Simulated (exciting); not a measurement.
Two BSE runs for the O K edge of LuBrO, space group P4/nmm. Run A: exciting, all-electron LAPW+lo, LDA, exchange and screened direct term (singlet BSE), 3×3×2 shifted k points, 50 conduction bands, |G+q| up to 3 bohr⁻¹, full RPA screening with nempty = 83, Lorentzian half width 0.45 eV. Run B has a fault in its input.

Energy from the Kohn–Sham onset, core level to the lowest empty state found on the meshes used; one zero for both, scaled to A's maximum:

| E (eV) | A | B |
| --- | --- | --- |
| -5.5 | 0.01 | 0.08 |
| -5.0 | 0.02 | 0.11 |
| -4.5 | 0.02 | 0.17 |
| -4.0 | 0.02 | 0.31 |
| -3.5 | 0.03 | 0.68 |
| -3.0 | 0.04 | 1.71 |
| -2.5 | 0.05 | 2.39 |
| -2.0 | 0.07 | 1.53 |
| -1.5 | 0.12 | 0.65 |
| -1.0 | 0.23 | 0.50 |
| -0.5 | 0.50 | 0.51 |
| 0.0 | 0.66 | 0.42 |
| 0.5 | 0.74 | 0.35 |
| 1.0 | 0.80 | 0.30 |
| 1.5 | 0.89 | 0.21 |
| 2.0 | 0.97 | 0.16 |
| 2.5 | 0.67 | 0.15 |
| 3.0 | 0.48 | 0.16 |
| 3.5 | 0.40 | 0.16 |
| 4.0 | 0.35 | 0.16 |
| 4.5 | 0.31 | 0.14 |
| 5.0 | 0.29 | 0.14 |
| 5.5 | 0.26 | 0.15 |
| 6.0 | 0.22 | 0.17 |
| 6.5 | 0.20 | 0.24 |
| 7.0 | 0.27 | 0.25 |
| 7.5 | 0.37 | 0.20 |
| 8.0 | 0.40 | 0.19 |
| 8.5 | 0.40 | 0.16 |
| 9.0 | 0.36 | 0.14 |
| 9.5 | 0.34 | 0.12 |
| 10.0 | 0.30 | 0.11 |
| 10.5 | 0.27 | 0.10 |
| 11.0 | 0.24 | 0.10 |
| 11.5 | 0.22 | 0.09 |
| 12.0 | 0.18 | 0.09 |
| 12.5 | 0.17 | 0.10 |
| 13.0 | 0.18 | 0.11 |
| 13.5 | 0.20 | 0.11 |
| 14.0 | 0.19 | 0.11 |
| 14.5 | 0.18 | 0.10 |
| 15.0 | 0.17 | 0.10 |
| 15.5 | 0.18 | 0.10 |
| 16.0 | 0.20 | 0.09 |
| 16.5 | 0.18 | 0.08 |
| 17.0 | 0.16 | 0.07 |
| 17.5 | 0.14 | 0.07 |
| 18.0 | 0.14 | 0.07 |
| 18.5 | 0.15 | 0.07 |
| 19.0 | 0.15 | 0.06 |
| 19.5 | 0.12 | 0.06 |
| 20.0 | 0.11 | 0.05 |
| 20.5 | 0.10 | 0.06 |

Q: What most likely went wrong in run B?

Far too few empty states in the screening (empty states in the screening from 83 to 3). The spectrum differs from run A by 146 % r.m.s. Moving the earlier curve by -4.1 eV leaves 78 %. The highest maximum lies at -2.4 eV (2.45), against 1.8 eV (1.00). The first bright state moves from -0.63 to -2.91 eV. Too few states underscreen, so the attraction is too strong. Other settings could leave a like mark; this is the change that was made.

[Hosts, paths, dates, database ids (printed as entryN), source tags and the programs' standing remarks are cut or masked in the printed files.]
